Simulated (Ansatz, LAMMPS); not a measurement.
# A frame of liquid acetonitrile from 293 K (102 atoms): geometry optimisation, part 2 of 2

Aim: bring a frame of liquid acetonitrile from 293 K (102 atoms) to a nearby minimum of the energy and see what moves.

Ansatz 0.2.0; Kohn-Sham DFT, r2SCAN+D3(BJ), PAW (set soft_2), plane waves.

The cell: 34 C, 17 N and 51 H. The network of contacts between molecules at the start is that of the classical potential that made the cell. The density was typed from a rule of thumb and may lie off the real one at this temperature. Sampling is at Γ alone, for a cell whose shortest periodic width is 11 Å.

So far, density (g/cm³): step 5 (local order after relaxation) 0.786.

## Step 6: Single point at the relaxed geometry

One more single point at the end of the walk gives the fuller output and checks the residual forces.

input.yaml reads:

```yaml
crystal:
  lattice:
    - [11.38169, 0.0, 0.0]
    - [0.0, 11.38169, 0.0]
    - [0.0, 0.0, 11.38169]
  atoms:
    - { symbol: C, position: [0.83185, 0.52045, 0.31024] }
    - { symbol: C, position: [0.77853, 0.53037, 0.19545] }
    - { symbol: "N", position: [0.73666, 0.5377, 0.1034] }
    - { symbol: H, position: [0.88626, 0.44165, 0.3142] }
    - { symbol: H, position: [0.76401, 0.51419, 0.37772] }
    - { symbol: H, position: [0.88612, 0.59754, 0.32758] }
    - { symbol: C, position: [0.89167, 0.04036, 0.2772] }
    - { symbol: C, position: [0.83233, 0.10586, 0.18592] }
    - { symbol: "N", position: [0.78575, 0.15789, 0.11235] }
    - { symbol: H, position: [0.85114, 0.95413, 0.28709] }
    - { symbol: H, position: [0.88624, 0.08729, 0.3606] }
    - { symbol: H, position: [0.98393, 0.03083, 0.25345] }
    - { symbol: C, position: [0.40582, 0.10147, 0.2328] }
    - { symbol: C, position: [0.3993, 0.21414, 0.29117] }
    - { symbol: "N", position: [0.39412, 0.30361, 0.33863] }
    - { symbol: H, position: [0.42032, 0.03258, 0.29787] }
    - { symbol: H, position: [0.47816, 0.10051, 0.1701] }
    - { symbol: H, position: [0.32411, 0.08479, 0.18574] }
    - { symbol: C, position: [0.69686, 0.45887, 0.82961] }
    - { symbol: C, position: [0.60302, 0.54426, 0.83437] }
    - { symbol: "N", position: [0.5279, 0.61238, 0.83723] }
    - { symbol: H, position: [0.70587, 0.42731, 0.73962] }
    - { symbol: H, position: [0.67713, 0.38554, 0.88788] }
    - { symbol: H, position: [0.77801, 0.50057, 0.85859] }
    - { symbol: C, position: [0.4719, 0.6737, 0.13708] }
    - { symbol: C, position: [0.42917, 0.7826, 0.08788] }
    - { symbol: "N", position: [0.39533, 0.86992, 0.04887] }
    - { symbol: H, position: [0.3978, 0.61596, 0.15588] }
    - { symbol: H, position: [0.52178, 0.69171, 0.2169] }
    - { symbol: H, position: [0.53005, 0.6305, 0.07444] }
    - { symbol: C, position: [0.90896, 0.13236, 0.82999] }
    - { symbol: C, position: [0.80974, 0.07037, 0.78094] }
    - { symbol: "N", position: [0.73014, 0.02088, 0.74239] }
    - { symbol: H, position: [0.88723, 0.16131, 0.91872] }
    - { symbol: H, position: [0.92972, 0.20783, 0.77464] }
    - { symbol: H, position: [0.9855, 0.07482, 0.8325] }
    - { symbol: C, position: [0.20012, 0.19043, 0.58117] }
    - { symbol: C, position: [0.18001, 0.09079, 0.65727] }
    - { symbol: "N", position: [0.16343, 0.0117, 0.71851] }
    - { symbol: H, position: [0.11903, 0.21354, 0.53566] }
    - { symbol: H, position: [0.26832, 0.16952, 0.51731] }
    - { symbol: H, position: [0.22879, 0.26523, 0.63361] }
    - { symbol: C, position: [0.7176, 0.82661, 0.98879] }
    - { symbol: C, position: [0.79723, 0.76776, 0.90943] }
    - { symbol: "N", position: [0.86045, 0.72043, 0.84589] }
    - { symbol: H, position: [0.74115, 0.91906, 0.99712] }
    - { symbol: H, position: [0.72041, 0.78495, 0.07506] }
    - { symbol: H, position: [0.62846, 0.82094, 0.95427] }
    - { symbol: C, position: [0.96022, 0.53882, 0.62578] }
    - { symbol: C, position: [0.055, 0.48987, 0.69459] }
    - { symbol: "N", position: [0.13021, 0.45104, 0.75058] }
    - { symbol: H, position: [0.90756, 0.59602, 0.68187] }
    - { symbol: H, position: [0.90601, 0.46797, 0.59068] }
    - { symbol: H, position: [0.99523, 0.59105, 0.55341] }
    - { symbol: C, position: [0.16853, 0.746, 0.88759] }
    - { symbol: C, position: [0.17068, 0.6779, 0.99471] }
    - { symbol: "N", position: [0.17278, 0.62371, 0.08045] }
    - { symbol: H, position: [0.23173, 0.70967, 0.82549] }
    - { symbol: H, position: [0.19246, 0.83678, 0.90608] }
    - { symbol: H, position: [0.0808, 0.74341, 0.84922] }
    - { symbol: C, position: [0.44924, 0.91646, 0.74635] }
    - { symbol: C, position: [0.43673, 0.9343, 0.62128] }
    - { symbol: "N", position: [0.42663, 0.94915, 0.5214] }
    - { symbol: H, position: [0.52365, 0.96775, 0.778] }
    - { symbol: H, position: [0.465, 0.82382, 0.76558] }
    - { symbol: H, position: [0.36932, 0.94471, 0.79072] }
    - { symbol: C, position: [0.39982, 0.51464, 0.55894] }
    - { symbol: C, position: [0.52596, 0.50744, 0.54749] }
    - { symbol: "N", position: [0.62674, 0.50161, 0.53808] }
    - { symbol: H, position: [0.35946, 0.46424, 0.48814] }
    - { symbol: H, position: [0.37215, 0.60622, 0.55429] }
    - { symbol: H, position: [0.3731, 0.47815, 0.64331] }
    - { symbol: C, position: [0.63557, 0.20332, 0.52876] }
    - { symbol: C, position: [0.75836, 0.2342, 0.53732] }
    - { symbol: "N", position: [0.85676, 0.25833, 0.54341] }
    - { symbol: H, position: [0.59023, 0.2239, 0.61068] }
    - { symbol: H, position: [0.62638, 0.10947, 0.51198] }
    - { symbol: H, position: [0.59436, 0.25294, 0.458] }
    [... 18 atom lines left out ...]
    - { symbol: C, position: [0.22782, 0.80213, 0.326] }
    - { symbol: C, position: [0.111, 0.77842, 0.36974] }
    - { symbol: "N", position: [0.01801, 0.75904, 0.40517] }
    - { symbol: H, position: [0.22321, 0.85048, 0.24348] }
    - { symbol: H, position: [0.27239, 0.7192, 0.3087] }
    - { symbol: H, position: [0.27811, 0.85275, 0.39009] }
kpoints:
  mp_grid: { grid: [1, 1, 1] }
hamiltonian:
  xc: r2scan
  dispersion: d3bj
scf:
  occupations: { method: fixed }
output:
  forces: true
  stress: true
  populations: true
  dos:
    method: { smearing: { sigma: 0.15 } }
    de: 0.1
    projected: { site_lists: { C: [C], H: [H], "N": ["N"] } }
  eigenvalues: true
  write_density: true
  write_potential: true
  volumetric_format: npy
  elf: true
```

The run is started by

```sh
ansatz run input.yaml --threads 4 --pin off --max-ram 8192MiB --backend cpu --events-out ev --progress --plain --runs-dir out
```

The job ended after 35 s (4 threads of Intel Xeon Platinum 8488C (Sapphire Rapids), shared host; peak memory 4 GiB).

The program notes that the exchange-correlation potential is rough where the density is thin.

Read from the output:

| Item | Value |
| --- | --- |
| free energy | -15912.9044 eV |
| free energy per atom | -156.0089 eV/atom |
| SCF cycles | 10 |
| pressure | -0.4411 GPa |
| r.m.s. force component | 0.00502 eV/Å |
| longest force | 0.04343 eV/Å |
| Fermi energy | -4.266 eV |
| gap (highest filled to lowest empty level) | 7.134 eV |
| spilling of the projection | 0.01639 |

Löwdin charges by element and coordination (they lack the spilled electrons, 0.044 e an atom on average):

| element | coordination | atoms | mean charge (e) | spread | least | most |
| --- | --- | --- | --- | --- | --- | --- |
| C | all | 34 | -0.118 | 0.370 | -0.495 | 0.265 |
| C | 2 | 17 | 0.252 | 0.0068 | 0.236 | 0.265 |
| C | 4 | 17 | -0.488 | 0.0042 | -0.495 | -0.480 |
| H | all | 51 | 0.251 | 0.0052 | 0.241 | 0.262 |
| N | all | 17 | -0.256 | 0.0075 | -0.270 | -0.246 |

Density of states as counts of states in windows of 1 eV (from the Fermi level), total and the larger projections:

| from (eV) | to (eV) | total | C p | N p | H s | N s |
| --- | --- | --- | --- | --- | --- | --- |
| -10 | -6 | 0.0 | 0.0 | 0.0 | 0.0 | 0.0 |
| -6 | -5 | 9.6 | 5.4 | 0.3 | 1.7 | 0.4 |
| -5 | -4 | 24.6 | 13.9 | 0.6 | 4.3 | 1.0 |
| -4 | -3 | 66.3 | 43.6 | 3.4 | 17.5 | 0.1 |
| -3 | -2 | 1.4 | 0.9 | 0.0 | 0.4 | 0.0 |
| -2 | -1 | 30.8 | 3.3 | 18.8 | 0.3 | 7.6 |
| -1 | 0 | 66.0 | 24.5 | 34.5 | 5.3 | 1.2 |
| 0 | 1 | 5.2 | 2.0 | 2.7 | 0.4 | 0.0 |
| 1 | 5 | 0.0 | 0.0 | 0.0 | 0.0 | 0.0 |

With fixed occupations the program's Fermi level is the highest filled level; weight inside the gap is the broadening of levels at its edges.

Between -17 and -10 eV lie 68 more states.

The levels nearest the highest filled one (over half full), pooled over k-points and spins:

| level less the highest filled one (eV) | occupation |
| --- | --- |
| -0.144 | 2 |
| -0.119 | 2 |
| -0.0873 | 2 |
| -0.0727 | 2 |
| -0.0564 | 2 |
| 0 | 2 |
| 7.13 | 0 |
| 7.46 | 0 |
| 7.54 | 0 |
| 7.58 | 0 |
| 7.61 | 0 |
| 7.63 | 0 |

Valence density in the ab plane at fractional z = 0.537, with atoms of H and N and C within 0.2 Å of it. It is the smooth field of the valence electrons, not physical close to the nuclei.

Ten even steps from '0' (0.0 e/Å³) to '9' (3.6 e/Å³), each cell a mean:
```
00000000000148731000000000000000
00000000000148831000000000000000
00000000000012210000000000000000
00000000000000000000001221100000
00000000000000000000012444320000
00000000000000000000012443210000
00000000000000000000001211000000
00000000000000000000000000000000
00000000000110000000000000000000
20000000000232000000000000000002
10000000000243222333320000000011
00000000001344444589972000000000
00000000001233223457751000000000
00000000000010000111110000000000
00000000000000000000000000000000
00000000000000000000000000000000
00000000000000000000000112354100
00001100000000000001222346999300
00024322100000000014444546665200
00012334420000000013442222110000
00000112210000000002321000000000
00000000000000000001210000000000
00000000000000000000000000000000
00000000000012210000000000000000
```
Columns run along a (11.4 Å), rows up along b (11.4 Å). Atoms in or near the plane, at fractional coordinates: H at (0.12, 0.21), H at (0.00, 0.59), N at (0.43, 0.95), C at (0.53, 0.51), N at (0.63, 0.50), H at (0.37, 0.61), C at (0.64, 0.20), C at (0.76, 0.23), N at (0.86, 0.26), C at (0.74, 0.79), H at (0.84, 0.79).

Electrostatic potential energy in the ab plane at fractional z = 0.537, with atoms of H and N and C within 0.2 Å of it. With pseudopotentials it is smooth inside the atoms' cores, unlike the true potential.

Values in eV, 13 rows by 16 columns, each cell a mean:
```
  4   4   4   4   4   2 -35 -33   2   4   3   3   3   4   4   4
  4   4   4   4   4   4  -4  -4   4   4   2  -2  -1   2   3   4
  4   4   4   4   4   4   4   4   4   3   0 -34 -35 -19   0   4
  4   4   4   3   3   3   3   3   4   3   1 -11 -10   0   3   4
 -1   3   3   3   3  -4  -6   2   3   4   3   2   3   3   3   0
-10   2   3   3   3  -8 -26  -9 -18 -10  -9   4   4   3   2  -8
  2   3   3   3   3  -9 -38 -22 -44 -40 -39   1   4   3   0   1
  3   3   4   4   3   1   0   1  -1   0   0   4   4   3   2   3
  4   3   3   3   3   4   4   4   4   3   3   2   1  -3   0   4
  4  -3  -6  -3   2   4   4   4   3  -7 -19 -22 -39 -45 -26   4
  3  -8 -18 -25 -17   1   4   4   2 -20 -41 -18 -23  -8  -1   4
  4   3   1  -1  -1   3   4   4   3  -4 -11   1   3   4   4   4
  4   4   3   3   4   4   0   0   4   3   2   3   4   4   4   4
```
Columns run along a (11.4 Å; values clipped at the 3rd and 97th percentile), rows up along b (11.4 Å). Atoms in or near the plane, at fractional coordinates: H at (0.12, 0.21), H at (0.00, 0.59), N at (0.43, 0.95), C at (0.53, 0.51), N at (0.63, 0.50), H at (0.37, 0.61), C at (0.64, 0.20), C at (0.76, 0.23), N at (0.86, 0.26), C at (0.74, 0.79), H at (0.84, 0.79).

Mean Löwdin charges: C -0.12, H +0.25, N -0.26 e (they miss 1.6 % of the electrons, so they add up to more than the cell's charge).

The surroundings of N99, picked at random, nearest first, numbered as they follow in the input and with coordinates relative to it.

| atom | x | y | z | distance (Å) | bonds | Löwdin charge (e) |
| --- | --- | --- | --- | --- | --- | --- |
| N99 | 0.00 | 0.00 | 0.00 | 0.00 | 1 | -0.25 |
| C98 | 1.06 | 0.22 | -0.40 | 1.15 | 2 | 0.26 |
| H6 | -1.50 | -1.84 | -0.88 | 2.53 | 1 | 0.25 |
| H54 | -0.26 | -1.91 | 1.69 | 2.56 | 1 | 0.25 |
| C97 | 2.39 | 0.49 | -0.90 | 2.60 | 4 | -0.49 |
| H95 | -2.06 | 0.33 | 1.69 | 2.68 | 1 | 0.25 |
| H101 | 2.90 | -0.45 | -1.10 | 3.13 | 1 | 0.25 |
| H100 | 2.34 | 1.04 | -1.84 | 3.15 | 1 | 0.25 |
| H102 | 2.96 | 1.07 | -0.17 | 3.15 | 1 | 0.26 |
| H10 | -1.90 | 2.22 | -1.34 | 3.22 | 1 | 0.26 |
| C92 | -3.52 | 0.38 | 0.22 | 3.55 | 2 | 0.25 |
| C91 | -3.14 | 0.32 | 1.62 | 3.55 | 4 | -0.49 |
| H12 | -0.39 | 3.09 | -1.73 | 3.56 | 1 | 0.26 |
| C49 | -0.66 | -2.51 | 2.51 | 3.61 | 4 | -0.49 |
| C1 | -2.12 | -2.72 | -1.08 | 3.61 | 4 | -0.49 |

The column of bonds counts only the pairs H-C within 1.34 Å, C-C within 1.82 Å, C-N within 1.62 Å; other neighbours, such as metal atoms beside each other in a compound, aren't counted, and periodic images can show an atom twice.

## Step 7: What came out

```
energy change in the relaxation                  : -38.67 meV/atom
r.m.s. displacement                              : 0.817 Å
largest displacement                             : 2.194 Å
free energy per atom                             : -156.0089 eV/atom
pressure                                         : -0.4411 GPa
r.m.s. force component                           : 0.00502 eV/Å
gap (highest filled to lowest empty level) : 7.134 eV
wall time of the 3 DFT runs                      : 12 min
```

Relaxation lowers the energy by 38.7 meV/atom and moves atoms by 0.82 Å r.m.s.; the r.m.s. force component goes from 0.93 to 0.0050 eV/Å, the pressure goes from -0.94 to -0.44 GPa, and the gap from 6.33 to 7.13 eV. By the final cutoffs no bond was broken or made. From the first step to the last the energy fell by 3.944 eV, and the largest move was 2.19 Å (H16). The C-N bonds change most in mean length: from 1.163 Å (spread 0.011) to 1.154 Å (spread 0.001). With the cutoffs above, 50 % of C atoms have 2 and as many 4, all H atoms have 1 and all N atoms have 1 bonded neighbour. Between filled and empty levels lie 7.13 eV (at Γ alone); a semilocal functional tends to put such gaps too low. In a disordered cell it changes from sample to sample and from frame to frame.

**Limits.** The network of contacts between molecules at the start is that of the classical potential that made the cell; in DFT atoms moved by 0.82 Å r.m.s.

[Logs are printed without paths, hosts, clocks, repeated set-up lines and the standing remarks that a program may print on its own settings, such as how far it seeks lower states.]

[Hosts, paths, dates, database ids (printed as entryN), source tags and the programs' standing remarks are cut or masked in the printed files.]
